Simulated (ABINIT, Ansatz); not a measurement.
# A GW chain in ABINIT: K2NaScF6 (Fm-3m), part 3 of 3

Wanted: ground state, empty states, screening and self-energy for K2NaScF6 (Fm-3m).

ABINIT 10.8.3; LDA and many-body steps on it, plane waves. Known limits of the many-body steps: not at the basis limit; coarse k mesh.

So far. Step 4 (Empty states on the mesh, 2×2×2 mesh, 541 bands): On this mesh the gap is 6.651 eV. Step 5 (Screening, 2×2×2 mesh, 493 bands, screening to 217.7 eV): Local fields lower ε∞ by 10 %. On a Γ-centred mesh this coarse the value itself is usually too large, while a short band sum pulls it down.

## (6) Self-energy, 2×2×2 mesh, 493 bands, screening to 217.7 eV

The self-energy is evaluated for the states that the input lists, and the levels follow from it, in one-shot runs by the linearised quasiparticle equation.

This step: G0W0 on LDA, plane waves, norm-conserving pseudopotentials.

File run.abi:

```
acell 3*1.0 Angstrom
rprim 
  -0.000000000000 4.235850000000 4.235850000000
  4.235850000000 -0.000000000000 4.235850000000
  4.235850000000 4.235850000000 -0.000000000000
ntypat 4
znucl 19 11 21 9
natom 10
typat 1 1 2 3 4 4 4 4 4 4
xred 
  0.250000000000 0.250000000000 0.250000000000
  0.750000000000 0.750000000000 0.750000000000
  0.500000000000 0.500000000000 0.500000000000
  0.000000000000 0.000000000000 0.000000000000
  0.765800000000 0.234200000000 0.234200000000
  0.234200000000 0.765800000000 0.234200000000
  0.234200000000 0.765800000000 0.765800000000
  0.765800000000 0.234200000000 0.765800000000
  0.234200000000 0.234200000000 0.765800000000
  0.765800000000 0.765800000000 0.234200000000
pp_dirpath "pseudos"
pseudos "K.upf, Na.upf, Sc.upf, F.upf"
ecut 38
ngkpt 2 2 2
nshiftk 1
shiftk 0 0 0
kptopt 1
chksymbreak 0
istwfk *1
occopt 1
irdwfk 1
optdriver 4
nband 493
gwcalctyp 0
ecutsigx 38
symsigma 1
nkptgw 1
kptgw 
  0.0000000000 0.0000000000 0.0000000000
bdgw 
  38 44
ecuteps 8
irdscr 1
ppmodel 1
indata_prefix "in"
outdata_prefix "out"
tmpdata_prefix "tmp"
```

Started as:

```
OMP_NUM_THREADS=1 mpirun -n 4 abinit run.abi > log
```

Numbers of over 12 decimals in the logs are rounded to 6 here.

The log of the run:

```text
.Version 10.8.3 of ABINIT. v10.8.2 released Aug 2026.

 Symmetries : space group Fm -3 m (#225); Bravais cF (face-center cubic)
[... echo of the input left out ...]
== DATASET  1 ==================================================================
-   mpi_nproc: 4, omp_nthreads: 1 (-1 if OMP is not activated)

--- !DatasetInfo
iteration_state: {dtset: 1, }
dimensions: {natom: 10, nkpt: 3, mband: 493, nsppol: 1, nspinor: 1, nspden: 1, mpw: 11575, }
cutoff_energies: {ecut:  38.0, pawecutdg:  -1.0, }
electrons: {nelect:   8.00000000E+01, charge:   0.00000000E+00, occopt:   1.00000000E+00, tsmear:   1.00000000E-02, }

 SIGMA: Calculation of the GW corrections

 Based on a program developped by R.W. Godby, V. Olevano, G. Onida, and L. Reining.
 Incorporated in ABINIT by V. Olevano, G.-M. Rignanese, and M. Torrent.
.Using double precision arithmetic ; gwpc =  8

[... cell and pseudopotentials left out ...]
--------------------------------------------------------------------------------

 ==== K-mesh for the wavefunctions ====
 Number of points in the irreducible wedge :     3
[... list of points left out ...]
 Together with 48 symmetry operations and time-reversal symmetry
 yields     8 points in the full Brillouin Zone.

 ==== Q-mesh for screening function ====
 Number of points in the irreducible wedge :     3
[... list of points left out ...]
 Together with 48 symmetry operations and time-reversal symmetry
 yields     8 points in the full Brillouin Zone.

 vcoul_init : cutoff-mode = AUXILIARY_FUNCTION
 q-points for optical limit:   1
     1)      0.000010    0.000020    0.000030
 setmesh: FFT mesh size selected  =    64x   64x   64
          total number of points  =       262144

 Number of electrons calculated from density =   80.0000; Expected =   80.0000
 average of density, n =  0.077990
 r_s =    1.4520
 omega_plasma =   26.9387 [eV]

 === KS Band Gaps ===
  >>>> For spin  1
   Minimum direct gap =   6.6506 [eV], located at k-point      :   0.0000  0.0000  0.0000
   Fundamental gap    =   6.6506 [eV], Top of valence bands at :   0.0000  0.0000  0.0000
                                       Bottom of conduction at :   0.0000  0.0000  0.0000
 SIGMA fundamental parameters:
 PLASMON POLE MODEL  1
 number of plane-waves for SigmaX                11575
 number of plane-waves for SigmaC and W           1067
 number of plane-waves for wavefunctions         11575
 number of bands                                   493
 number of independent spin polarizations            1
 number of spinorial components                      1
 number of k-points in IBZ                           3
 number of q-points in IBZ                           3
 number of symmetry operations                      48
 number of k-points in BZ                            8
 number of q-points in BZ                            8
 number of frequencies for dSigma/dE                 9
 frequency step for dSigma/dE [eV]                0.25
 number of omega for Sigma on real axis              0
 max omega for Sigma on real axis  [eV]           0.00
 zcut for avoiding poles [eV]                     0.10

 EPSILON^-1 parameters (SCR file):
 dimension of the eps^-1 matrix on file           1067
 dimension of the eps^-1 matrix used              1067
 number of plane-waves for wavefunctions         11575
 number of bands                                   493
 number of q-points in IBZ                           3
 number of frequencies                               2
 number of real frequencies                          1
 number of imag frequencies                          1

 matrix elements of self-energy operator (all in [eV])

 Perturbative Calculation

--- !SelfEnergy_ee
iteration_state: {dtset: 1, }
kpoint     : [   0.000,    0.000,    0.000, ]
spin       : 1
KS_gap     :    6.651
QP_gap     :   10.455
Delta_QP_KS:    3.804
data: !SigmaeeData |
     Band     E0 <VxcDFT>   SigX SigC(E0)      Z dSigC/dE  Sig(E)    E-E0       E
       38  -0.630 -22.370 -29.691   4.899   0.806  -0.240 -24.323  -1.954  -2.584
       39  -0.630 -22.370 -29.691   4.899   0.806  -0.240 -24.323  -1.954  -2.584
       40  -0.630 -22.370 -29.691   4.899   0.806  -0.240 -24.323  -1.954  -2.584
       41   6.020  -9.648  -4.723  -2.856   0.894  -0.118  -7.797   1.851   7.871
       42   6.774 -18.434 -10.215  -4.269   0.836  -0.196 -15.131   3.304  10.077
       43   6.774 -18.434 -10.215  -4.269   0.836  -0.196 -15.131   3.304  10.077
       44   6.774 -18.434 -10.215  -4.269   0.836  -0.196 -15.131   3.304  10.077

== END DATASET(S) ==============================================================
================================================================================

 -outvars: echo values of variables after computation  --------
           etotal      0.0000000000E+00
            nband         493
             nkpt           3
          spgroup         225
 [... the other variables as echoed above ...]

 Calculation completed.
```

Run time: 2.4 min. Hardware: 4 MPI ranks of Arm Neoverse V1, shared host; peak memory 3.9 GiB.

Numbers from this step:

* G0W0 gap on the points computed: 10.46 eV
* starting gap on the mesh: 6.651 eV
* k of the valence top: 0, 0, 0
* k of the conduction bottom: 0, 0, 0
* Z at the valence top: 0.806
* Z at the conduction bottom: 0.894
* least direct G0W0 gap on the computed points: 10.46 eV

The gap on the mesh goes from 6.65 eV to 10.46 eV, a correction of +3.80 eV.

Limits: finite bands, cutoff and mesh; coarse k mesh. v1 is the top filled band, c1 the lowest empty one. Levels before and after the correction, in eV, zero at the valence-band top of each column:

|  | conduction bottom | valence top |
| --- | --- | --- |
| Kohn-Sham | 6.65 | 0.00 |
| G0W0 | 10.46 | 0.00 |

|  | level | energy (eV) |
| --- | --- | --- |
| Kohn-Sham | Γ v3-v1 | 0.000 |
| Kohn-Sham | Γ c1 | 6.651 |
| Kohn-Sham | Γ c2-c4 | 7.404 |
| G0W0 | Γ v3-v1 | 0.000 |
| G0W0 | Γ c1 | 10.455 |
| G0W0 | Γ c2-c4 | 12.661 |

## (7) Where the time went

Times are wall times on the hardware named with each run, good to a factor of about two.

| step | time | share | memory (GiB) |
| --- | --- | --- | --- |
| ground state | 72 s | 5 % | 0.57 |
| bands along the symmetry lines | 2.6 min | 11 % | 0.59 |
| empty states on the mesh | 10 min | 44 % | 0.76 |
| screening | 6.5 min | 29 % | 3.9 |
| self-energy | 2.4 min | 10 % | 3.9 |

## (8) Results

| Item | Value |
| --- | --- |
| LDA gap | 6.65 eV, direct |
| G0W0 gap on the mesh | 10.46 eV |
| GW settings | 2×2×2 mesh, 493 bands, screening to 217.7 eV, Godby-Needs plasmon pole |
| known limits | not at the basis limit; coarse k mesh |

**Reading.** G0W0 moves the gap on the mesh from 6.65 eV to 10.46 eV (+3.80 eV), with Z of 0.81 and 0.89 at the edges. Local fields lower the RPA ε∞ on this mesh from 2.29 to 2.06; a Γ-centred mesh this coarse tends to raise both, most where the direct gap is narrow, while a short band sum lowers them. Only 1 of the mesh's irreducible points was corrected, so a valley elsewhere could overtake. The dearest step here is «empty states on the mesh». Bands and cutoff are finite, so the gap is not at the basis limit. The miss can reach some tenths of an eV and take either sign; the mesh is an error of its own. In the G0W0 run levels were corrected at 1 k point alone, so a gap called «on the mesh» is the least over those, and an edge elsewhere would be missed. The 2×2×2 mesh is coarse for this cell, which bears on the long-range parts of exchange and screening.

[Paths, hosts, dates, memory and timing lines, banners, echoed tables and standing remarks are left out of the program output.]

[Logs are printed without paths, hosts, clocks, repeated set-up lines and the standing remarks that a program may print on its own settings, such as how far it seeks lower states.]

[Runs of the session that timed out or met a known fault of the program may be left out.]

[Hosts, paths, dates, database ids (printed as entryN), source tags and the programs' standing remarks are cut or masked in the printed files.]

[G0W0 gaps are taken among the corrected bands and points alone; a level outside them can change the order at an edge.]

[Where Ansatz stands beside ABINIT at settings called matched, ABINIT's density can come from a denser mesh and the files from another edition; pairs whose starting gaps differed by over 0.03 eV were left out, so agreement reads better than it is.]
